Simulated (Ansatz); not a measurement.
# Y2CF2 MXene monolayer in a perpendicular field, part 2 of 2

Aim: how the Y2CF2 MXene monolayer screens a field along its normal, and what the field does to its bands. A positive field points along +c.

Ansatz 0.2.0; plane-wave DFT, PBE-D3(BJ), Ansatz PAW.

So far. Step 2 (Relaxation): The lattice constant a goes from 3.478 to 3.554 Å.

## 3. Atoms held, field 0

A sawtooth potential applies the field, turning back in the middle of the vacuum. With the dipole correction the typed value is the field outside the slab. The induced dipole is small, so the SCF threshold is tight.

The cell differs from the one that the last finished run ended in (c 40.805 → 23.094 Å).

Contents of input.yaml:

```yaml
crystal:
  lattice:
    - [3.5538672806, 0.0, 0.0]
    - [-1.7769336403, 3.0777393466, 0.0]
    - [0.0, 0.0, 23.0937539696]
  atoms:
    - { symbol: F, position: [0.3333333333, 0.6666666667, 0.3897157652] }
    - { symbol: "Y", position: [0.6666666667, 0.3333333333, 0.4406353585] }
    - { symbol: C, position: [0.0, 0.0, 0.5] }
    - { symbol: "Y", position: [0.3333333333, 0.6666666667, 0.5593646415] }
    - { symbol: F, position: [0.6666666667, 0.3333333333, 0.6102842348] }
kpoints:
  mp_grid: { grid: [18, 18, 1] }
  band_path:
    path: [[0, 0, 0], [0.5, 0, 0], [0.33333333, 0.33333333, 0], [0, 0, 0]]
    npoints: 16
hamiltonian:
  xc: pbe
  dispersion: d3bj
scf:
  occupations: { method: fermi_dirac, width: 0.02585 }
  convergence: { dr2_threshold: 1.0e-10 }
efield:
  axis: 3
  dipole_correction: true
  ramp_position: 0.97
  ramp_width: 0.06
  amplitude: 0
output:
  dos: { projected: true, e_range: [-6, 5] }
  write_potential: true
  write_density: true
  volumetric_format: npy
  elf: true
```

Command:

```bash
$ ansatz run input.yaml --threads 2 --pin off --max-ram 3072MiB --backend cpu --events-out ev --progress --plain --runs-dir out
```

Numbers of over 12 decimals in the logs are rounded to 6 here.

The program printed:

```text
[...]
Crystal: 5 atoms, lattice volume = 252.597 Å³
Basis set: ecut = 420 eV, 4895 PW (Γ)
Bands: 25, of which v1, the nominal top of the filled ones, is band 20 counted from 1 (19 counted from 0)
Symmetry: 6 space group operations
k-points: 37 of 324 (time reversal used)
[...]
SCF iter   1: F=—  HF=-9572.205987 eV  |F-HF|=—  |Δ(HF+E_count)|=         —  Δρ=2.72e-3  dr2=1.85e-2  ethr=1.77e-3  p=0.000 e·Å  D=5.75e-14 V/Å  ΔV_dip=-0.00 eV  dr2_dipole=3.82e-9  V_vac-E_F(+/−)=3.38/3.38 eV  ⟨swp⟩=6.9  Hψ=4811  notcnv=0
efield: sawtooth ramp at fractional position 0.9700 (set: `efield.ramp_position`, or a place that a band, a saddle search or an elastic batch's reference lends), width 0.0600; the density the first Hamiltonian is built on has a dipole p = 0.000 e·Å; the dipole correction subtracts the counter field D = 5.75e-14 V/Å, which shifts the + side's vacuum level by -0.00 eV against the − side's; the planar-averaged density in the ramp window peaks in size at 3.9e-6 e/Å³
[...]
SCF iter   2: F=—  HF=-9572.203844 eV  |F-HF|=—  |Δ(HF+E_count)|=   2.14e-3  Δρ=1.64e-3  dr2=1.18e-2  ethr=4.63e-5  p=-0.000 e·Å  D=-3.70e-5 V/Å  ΔV_dip=0.00 eV  dr2_dipole=4.30e-8  V_vac-E_F(+/−)=3.67/3.67 eV  ⟨swp⟩=3.1  Hψ=2014  notcnv=0  defer=33
[...]
SCF iter  11: F=-9572.201855 eV  HF=-9572.201855 eV  |F-HF|=7.28e-12  |Δ(HF+E_count)|=  1.53e-10  Δρ=2.03e-7  dr2=6.79e-11  ethr=1.00e-12  p=-0.000 e·Å  D=-2.08e-8 V/Å  ΔV_dip=0.00 eV  dr2_dipole=3.29e-15  V_vac-E_F(+/−)=3.72/3.72 eV  ⟨swp⟩=8.8  Hψ=2983  notcnv=0
SCF 1 converged in 11 iterations: F = -9572.201855 eV  dr2 = 6.79e-11
[...]
NSCF: frozen V_eff on 49 k-points
efield: sawtooth ramp at fractional position 0.9700 (kept from the solve that this one continues, or follows in the run), width 0.0600; the density the first Hamiltonian is built on has a dipole p = -0.000 e·Å; the dipole correction subtracts the counter field D = -2.08e-8 V/Å, which shifts the + side's vacuum level by +0.00 eV against the − side's; the planar-averaged density in the ramp window peaks in size at 2.0e-7 e/Å³
[...]
SCF converged after 11 iterations
Free energy (F): -9572.201855 eV
[...]
Internal energy: -9572.201855 eV  (E = F + TS)
E sigma→0 (E₀):  -9572.201855 eV
Fermi energy:    0.533196 eV
Dipole field:    D = -0.000000 V/Å  (p = -0.000000 e·Å, saw-weighted, corrected)
Work function:   Φ+ = 3.7231 eV   Φ− = 3.7232 eV
Levels:          The Fermi level and band energies are counted from a zero that moves with the ramp; work functions are not
[...]
--- Band table (eV; the first three rows and the last of 37) ---
  k-point 0: bands = [... 16 lower, -5.6238, -1.5355, -0.0342, -0.0342, 2.8078, 2.9752, 3.1455, 3.1455, ... 1 higher]
  k-point 1: bands = [... 16 lower, -5.5978, -1.4955, -0.1364, -0.0463, 2.8735, 2.9000, 3.1402, 3.2059, ... 1 higher]
  k-point 2: bands = [... 16 lower, -5.5516, -1.3873, -0.3913, -0.0776, 2.6717, 3.0127, 3.1740, 3.3731, ... 1 higher]
  k-point 36: bands = [... 16 lower, -5.5539, -1.2694, -1.2693, -0.6548, 2.9795, 3.9623, 3.9623, 4.6376, ... 1 higher]
```

Elapsed: 10 s, on 2 threads of Intel Xeon Platinum 8559C (Emerald Rapids), shared host; peak memory 0.66 GiB; 21 s of CPU time.

This step gave:

```yaml
gap_on_the_k_mesh: 1.116 eV
dipole_along_the_normal: -1.25e-7 e·Å
gap_along_the_path: 1.116 eV
smallest_direct_gap_along_the_path: 1.283 eV
ionisation_energy_upper_face: 4.291 eV
electron_affinity_upper_face: 3.174 eV
gap_the_smaller_of_path_and_mesh: 1.116 eV
```

Running mean over a fixed 2.7 Å (it still follows the layers) of the planar mean; the ramp of the sawtooth is left out. Table of electron's electrostatic potential energy less the Fermi level by z:

| z (Å) | electron's electrostatic potential energy less the Fermi level (eV) |
| --- | --- |
| 3.5 | 3.72 |
| 4.0 | 3.72 |
| 4.5 | 3.72 |
| 5.0 | 3.72 |
| 5.5 | 3.72 |
| 6.0 | 3.72 |
| 6.5 | 3.70 |
| 7.0 | 3.55 |
| 7.5 | 2.63 |
| 8.0 | 0.824 |
| 8.5 | -1.60 |
| 9.0 | -4.63 |
| 9.5 | -6.95 |
| 10.0 | -8.04 |
| 10.5 | -8.23 |
| 11.0 | -7.77 |
| 11.5 | -7.64 |
| 12.0 | -7.73 |
| 12.5 | -8.16 |
| 13.0 | -8.16 |
| 13.5 | -7.23 |
| 14.0 | -5.17 |
| 14.5 | -2.15 |
| 15.0 | 0.431 |
| 15.5 | 2.33 |
| 16.0 | 3.47 |
| 16.5 | 3.68 |
| 17.0 | 3.72 |
| 17.5 | 3.72 |
| 18.0 | 3.72 |
| 18.5 | 3.72 |
| 19.0 | 3.72 |
| 19.5 | 3.72 |
| 20.0 | 3.72 |

The density of states has structure finer than the step of the table below, so its rows give means over 0.25 eV, whole bins alone (the curve runs from -6 to 2.35 eV). Peaks (eV: height): -1.950: 8.26, -1.200: 25.3.

Table of density of states by energy, zero at the Fermi level of the run, which the smearing sets inside the gap; means over each step:

| energy (eV) | density of states (states/eV a cell) |
| --- | --- |
| -2.50 | 0 |
| -2.25 | 0.471 |
| -2.00 | 4.93 |
| -1.75 | 2.73 |
| -1.50 | 2.99 |
| -1.25 | 6.45 |
| -1.00 | 2.39 |
| -0.75 | 3.43 |
| -0.50 | 0.414 |
| -0.25 | 0 |
| 0.00 | 0 |
| 0.25 | 0 |
| 0.50 | 0.146 |
| 0.75 | 0.858 |
| 1.00 | 0.957 |
| 1.25 | 1.04 |
| 1.50 | 1.15 |
| 1.75 | 1.38 |
| 2.00 | 1.56 |

Projected DOS per atom over height of the atomic layer and energy from the Fermi level. Layers: F Y C Y F from below.

Ten even steps from '_' (0.00 states/eV) to '@' (3.24 states/eV), each cell a mean:
```
__..__..__
__..__..__
__..__..__
__..__..__
__________
__________
__________
____..____
__..++..__
__--@@--__
__..==..__
__::**::__
__________
__________
__________
__________
__________
__________
__________
__________
__________
__________
```
Columns: height of the atomic layer (Å) from 9 to 14.1 (not evenly spaced); rows upwards: energy from the Fermi level (eV) from -5.96 to 2.32.

The electronic bands at the labelled points (eV, zero at the Fermi level of the run, which the smearing sets inside the gap):

| point | band 17 | band 18 | band 19 | band 20 | band 21 | band 22 | band 23 | band 24 |
| --- | --- | --- | --- | --- | --- | --- | --- | --- |
| Γ | -6.16 | -2.07 | -0.57 | -0.57 | 2.27 | 2.44 | 2.61 | 2.61 |
| halfway | -6.12 | -1.72 | -1.49 | -0.70 | 1.32 | 2.86 | 3.31 | 3.44 |
| M | -6.09 | -2.16 | -1.19 | -0.73 | 0.55 | 3.77 | 4.33 | 4.52 |
| halfway | -6.08 | -2.06 | -1.29 | -1.19 | 1.43 | 3.67 | 3.94 | 4.26 |
| K | -6.09 | -1.80 | -1.80 | -1.19 | 2.45 | 3.43 | 3.43 | 4.10 |
| halfway | -6.13 | -1.71 | -1.45 | -1.02 | 2.08 | 2.08 | 3.38 | 3.54 |
| Γ | -6.16 | -2.07 | -0.57 | -0.57 | 2.27 | 2.44 | 2.61 | 2.61 |

Valence density in the ca plane at fractional y = 0.333, with atoms of Y and F within 0.2 Å of it. It is the smooth field of the valence electrons, not physical close to the nuclei.

Ten steps, logarithmic in the rise over the least value, from '0' (0 e/Å³) to '9' (10 e/Å³), each cell a mean:
```
00000000000000000000113444222111223320000000
00000000000000000000135776421111257742000000
00000000000000000000146777521111379973000000
00000000000000000000136777521111369962000000
00000000000000000000024665321111245531000000
00000000000000000000112332222222222210000000
00000000000000000001121112233333211000000000
00000000000000000001221112233333321000000000
00000000000000000001111122222222211100000000
```
Columns run along c (16.0 Å, from fractional 0.07 to 0.76 of the cell), rows up along a (3.6 Å). Atoms in or near the plane, at fractional coordinates: Y at (0.44, 0.67), F at (0.61, 0.67).

Electrostatic potential energy in the ca plane at fractional y = 0.333, with atoms of Y and F within 0.2 Å of it. With pseudopotentials it is smooth inside the atoms' cores, unlike the true potential.

Values in eV, 5 rows by 16 columns, each cell a mean:
```
  4   4   4   4   4   3  -8 -31  -8   1  -1  -9   4   4   4   4
  4   4   4   4   4   2 -19 -45 -20   2  -4 -41   1   4   4   4
  4   4   4   4   4   3  -9 -33  -8   1  -1 -11   4   4   4   4
  4   4   4   4   4   4   1  -2   2  -2  -7   0   4   4   4   4
  4   4   4   4   4   4   1  -1   2  -2  -8   0   4   4   4   4
```
Columns run along c (16.0 Å, from fractional 0.12 to 0.82 of the cell; values clipped at the 3rd and 97th percentile), rows up along a (3.6 Å). Atoms in or near the plane, at fractional coordinates: Y at (0.44, 0.67), F at (0.61, 0.67).

ELF in the ca plane at fractional y = 0.333, with atoms of Y and F within 0.2 Å of it. It is the smooth field of the valence electrons, not physical close to the nuclei.

Ten even steps from '0' (0.00) to '9' (0.84), each cell a mean:
```
00000000000000000025762244200147752100000000
00000000000000000279998212101699984200000000
00000000000000000499589401103886896200000000
00000000000000000389899311102798985200000000
00000000000000000159995123200379863100000000
00000000000000012102322465210013431000000000
00000000000000134420025885223200000000000000
00000000000000135531137885224200000000000000
00000000000000123210113675211101110000000000
```
Columns run along c (16.0 Å, from fractional 0.12 to 0.82 of the cell), rows up along a (3.6 Å). Atoms in or near the plane, at fractional coordinates: Y at (0.44, 0.67), F at (0.61, 0.67).

The gap is 1.12 eV, with the valence edge 4.29 eV and the conduction edge 3.17 eV under the upper vacuum level.

## 4. Atoms held, field 0.1 V/Å

Changes to input.yaml since step 3:

```diff
@@ -27,5 +27,4 @@
   ramp_width: 0.06
-  amplitude: 0
+  amplitude: 0.1
 output:
-  dos: { projected: true, e_range: [-6, 5] }
   write_potential: true
@@ -33,2 +32 @@
   volumetric_format: npy
-  elf: true
```

The program printed:

```text
[...]
Crystal: 5 atoms, lattice volume = 252.597 Å³
Basis set: ecut = 420 eV, 4895 PW (Γ)
Bands: 25, of which v1, the nominal top of the filled ones, is band 20 counted from 1 (19 counted from 0)
Symmetry: 6 space group operations
k-points: 37 of 324 (time reversal used)
[...]
k-point 0: bands = [... 16 lower, -5.6192, -1.5360, -0.0347, -0.0347, 2.7303, 3.0380, 3.1450, 3.1450, ... 1 higher]
  k-point 1: bands = [... 16 lower, -5.5932, -1.4959, -0.1369, -0.0468, 2.7726, 2.9631, 3.1574, 3.2054, ... 1 higher]
  k-point 2: bands = [... 16 lower, -5.5473, -1.3878, -0.3918, -0.0781, 2.6637, 2.9592, 3.2045, 3.3814, ... 1 higher]
  k-point 36: bands = [... 16 lower, -5.5066, -1.2712, -1.2684, -0.6552, 2.9788, 3.9526, 3.9705, 4.6373, ... 1 higher]
[key lines of the parts left out:]
SCF converged after 15 iterations
Free energy (F): -9572.203428 eV
Fermi energy:    0.532745 eV
Dipole field:    D = 0.022538 V/Å  (p = 0.031462 e·Å, saw-weighted, corrected)
```

Run time: 13 s. Hardware: 2 threads; peak memory 0.64 GiB; 25 s of CPU time.

The dipole is 0.0315 e·Å, and the gap 1.116 eV.

## 5. Atoms held, field -0.1 V/Å

Changes to input.yaml since step 4:

```diff
@@ -27,3 +27,3 @@
   ramp_width: 0.06
-  amplitude: 0.1
+  amplitude: -0.1
 output:
```

The program printed:

```text
[...]
Crystal: 5 atoms, lattice volume = 252.597 Å³
Basis set: ecut = 420 eV, 4895 PW (Γ)
Bands: 25, of which v1, the nominal top of the filled ones, is band 20 counted from 1 (19 counted from 0)
Symmetry: 6 space group operations
k-points: 37 of 324 (time reversal used)
[...]
k-point 0: bands = [... 16 lower, -5.6192, -1.5360, -0.0347, -0.0347, 2.7303, 3.0380, 3.1450, 3.1450, ... 1 higher]
  k-point 1: bands = [... 16 lower, -5.5932, -1.4959, -0.1369, -0.0468, 2.7726, 2.9631, 3.1574, 3.2054, ... 1 higher]
  k-point 2: bands = [... 16 lower, -5.5473, -1.3878, -0.3918, -0.0781, 2.6637, 2.9592, 3.2045, 3.3814, ... 1 higher]
  k-point 36: bands = [... 16 lower, -5.5066, -1.2712, -1.2684, -0.6552, 2.9788, 3.9526, 3.9705, 4.6373, ... 1 higher]
[key lines of the parts left out:]
SCF converged after 15 iterations
Free energy (F): -9572.203428 eV
Fermi energy:    0.532745 eV
Dipole field:    D = -0.022538 V/Å  (p = -0.031462 e·Å, saw-weighted, corrected)
```

Wall time 13 s (2 threads); peak memory 0.64 GiB; 25 s of CPU time.

The dipole is -0.0315 e·Å, and the gap 1.116 eV.

## 6. Response, atoms held

This step: plane-wave DFT, PBE-D3(BJ), Ansatz PAW; response to a field along the normal, atoms held (Ansatz 0.2.0).

The dipoles give the slope, and the difference of two potentials shows where the field is screened.

This step gave:

```yaml
equivalent_conductor_thickness_p_eps_0ae: 5.205 Å
distance_between_the_outer_atoms: 5.094 Å
```

The dipole of the cell by applied field:

| applied field (V/Å) | dipole of the cell (e·Å) |
| --- | --- |
| -0.1000 | -0.0315 |
| 0.0000 | -1.2e-7 |
| 0.1000 | 0.0315 |

Local field over the applied field, running mean. From the potentials at -0.1 and 0.1 V/Å; running mean over 2.5 Å. Table of local field over applied field by z:

| z (Å) | local field over applied field |
| --- | --- |
| 4.5 | 1.000 |
| 5.0 | 0.999 |
| 5.5 | 0.998 |
| 6.0 | 0.993 |
| 6.5 | 0.980 |
| 7.0 | 0.941 |
| 7.5 | 0.861 |
| 8.0 | 0.748 |
| 8.5 | 0.614 |
| 9.0 | 0.471 |
| 9.5 | 0.330 |
| 10.0 | 0.216 |
| 10.5 | 0.132 |
| 11.0 | 0.0753 |
| 11.5 | 0.0484 |
| 12.0 | 0.0673 |
| 12.5 | 0.120 |
| 13.0 | 0.198 |
| 13.5 | 0.306 |
| 14.0 | 0.444 |
| 14.5 | 0.588 |
| 15.0 | 0.725 |
| 15.5 | 0.841 |
| 16.0 | 0.930 |
| 16.5 | 0.975 |
| 17.0 | 0.992 |
| 17.5 | 0.997 |
| 18.0 | 0.999 |
| 18.5 | 1.000 |
| 19.0 | 1.000 |

The induced electron density oscillates, so the rows of the table below give means over windows of 0.5 Å about each position, cut where the curve ends. Its maxima inside the range that stand out by 2 % of the span (Å: e/Å³ per V/Å): 8.37: 0.00281, 9.09: 0.00193, 10.25: 0.00149, 11.69: 1.1e-4, 13.42: -7.2e-4, 14.29: -0.00112. Its minima: 8.80: 0.00112, 9.67: 7.2e-4, 11.40: -1.1e-4, 12.85: -0.00149, 14.00: -0.00193, 14.72: -0.00281.

Electrons, planar mean, per unit field. Induced electron density against z; means over each step:

| z (Å) | induced electron density (e/Å³ per V/Å) |
| --- | --- |
| 4.5 | 8.6e-7 |
| 5.0 | 2.7e-6 |
| 5.5 | 8.6e-6 |
| 6.0 | 2.8e-5 |
| 6.5 | 9.1e-5 |
| 7.0 | 2.9e-4 |
| 7.5 | 8.3e-4 |
| 8.0 | 0.00197 |
| 8.5 | 0.00233 |
| 9.0 | 0.00157 |
| 9.5 | 0.00101 |
| 10.0 | 0.00117 |
| 10.5 | 0.00118 |
| 11.0 | 4.5e-4 |
| 11.5 | -1.2e-5 |
| 12.0 | -2.9e-4 |
| 12.5 | -0.00107 |
| 13.0 | -0.00128 |
| 13.5 | -9.0e-4 |
| 14.0 | -0.00158 |
| 14.5 | -0.00208 |
| 15.0 | -0.00221 |
| 15.5 | -1.0e-3 |
| 16.0 | -3.5e-4 |
| 16.5 | -1.1e-4 |
| 17.0 | -3.5e-5 |
| 17.5 | -1.1e-5 |
| 18.0 | -3.3e-6 |
| 18.5 | -1.1e-6 |
| 19.0 | -4.2e-7 |

The smaller of the gaps on the path and on the k-mesh, counted as 0 under 0.03 eV. The gap stays at 1.12 eV for applied field from -0.1 to 0.1 V/Å.

By hand: between -0.1 and 0.1 V/Å the dipole changes by 0.06292 e·Å, a slope of 0.3146 e·Å²/V. A perfect conductor of thickness t has p = ε₀AEt, so t = 180.95 × 0.3146 / 10.938 = 5.20 Å (e/ε₀ = 180.95 V·Å, A in Å²).

The induced dipole is that of a conductor 5.20 Å thick.

## 7. Outcome

- gap without field: 1.12 eV
- ionisation energy, upper face: 4.29 eV
- electron affinity, upper face: 3.17 eV
- equivalent conductor thickness, atoms held: 5.20 Å

What this shows: The induced dipole equals that of a perfect conductor 5.20 Å thick, while the outer atoms lie 5.09 Å apart; an out-of-plane ε follows only once a thickness t is chosen, by 1 − 1/ε = 5.20 Å / t. The gap stays within 0.01 eV of 1.12 eV over the fields run, up to 0.1 V/Å in size. Semilocal functionals give gaps that are too small, and excitons are not included. Spin-orbit coupling is left out. The MXene's terminations sit over the metal atoms of its far layer; the site over carbon or nitrogen, which some compounds prefer, was not run.

[Logs are printed without paths, hosts, clocks, repeated set-up lines and the standing remarks that a program may print on its own settings, such as how far it seeks lower states.]

[Hosts, paths, dates, database ids (printed as entryN), source tags and the programs' standing remarks are cut or masked in the printed files.]

[Maps of the electrostatic potential energy from Ansatz leave out the sawtooth potential of an applied field or a dipole correction, so their vacuum need not be flat; planar profiles and work functions include it.]
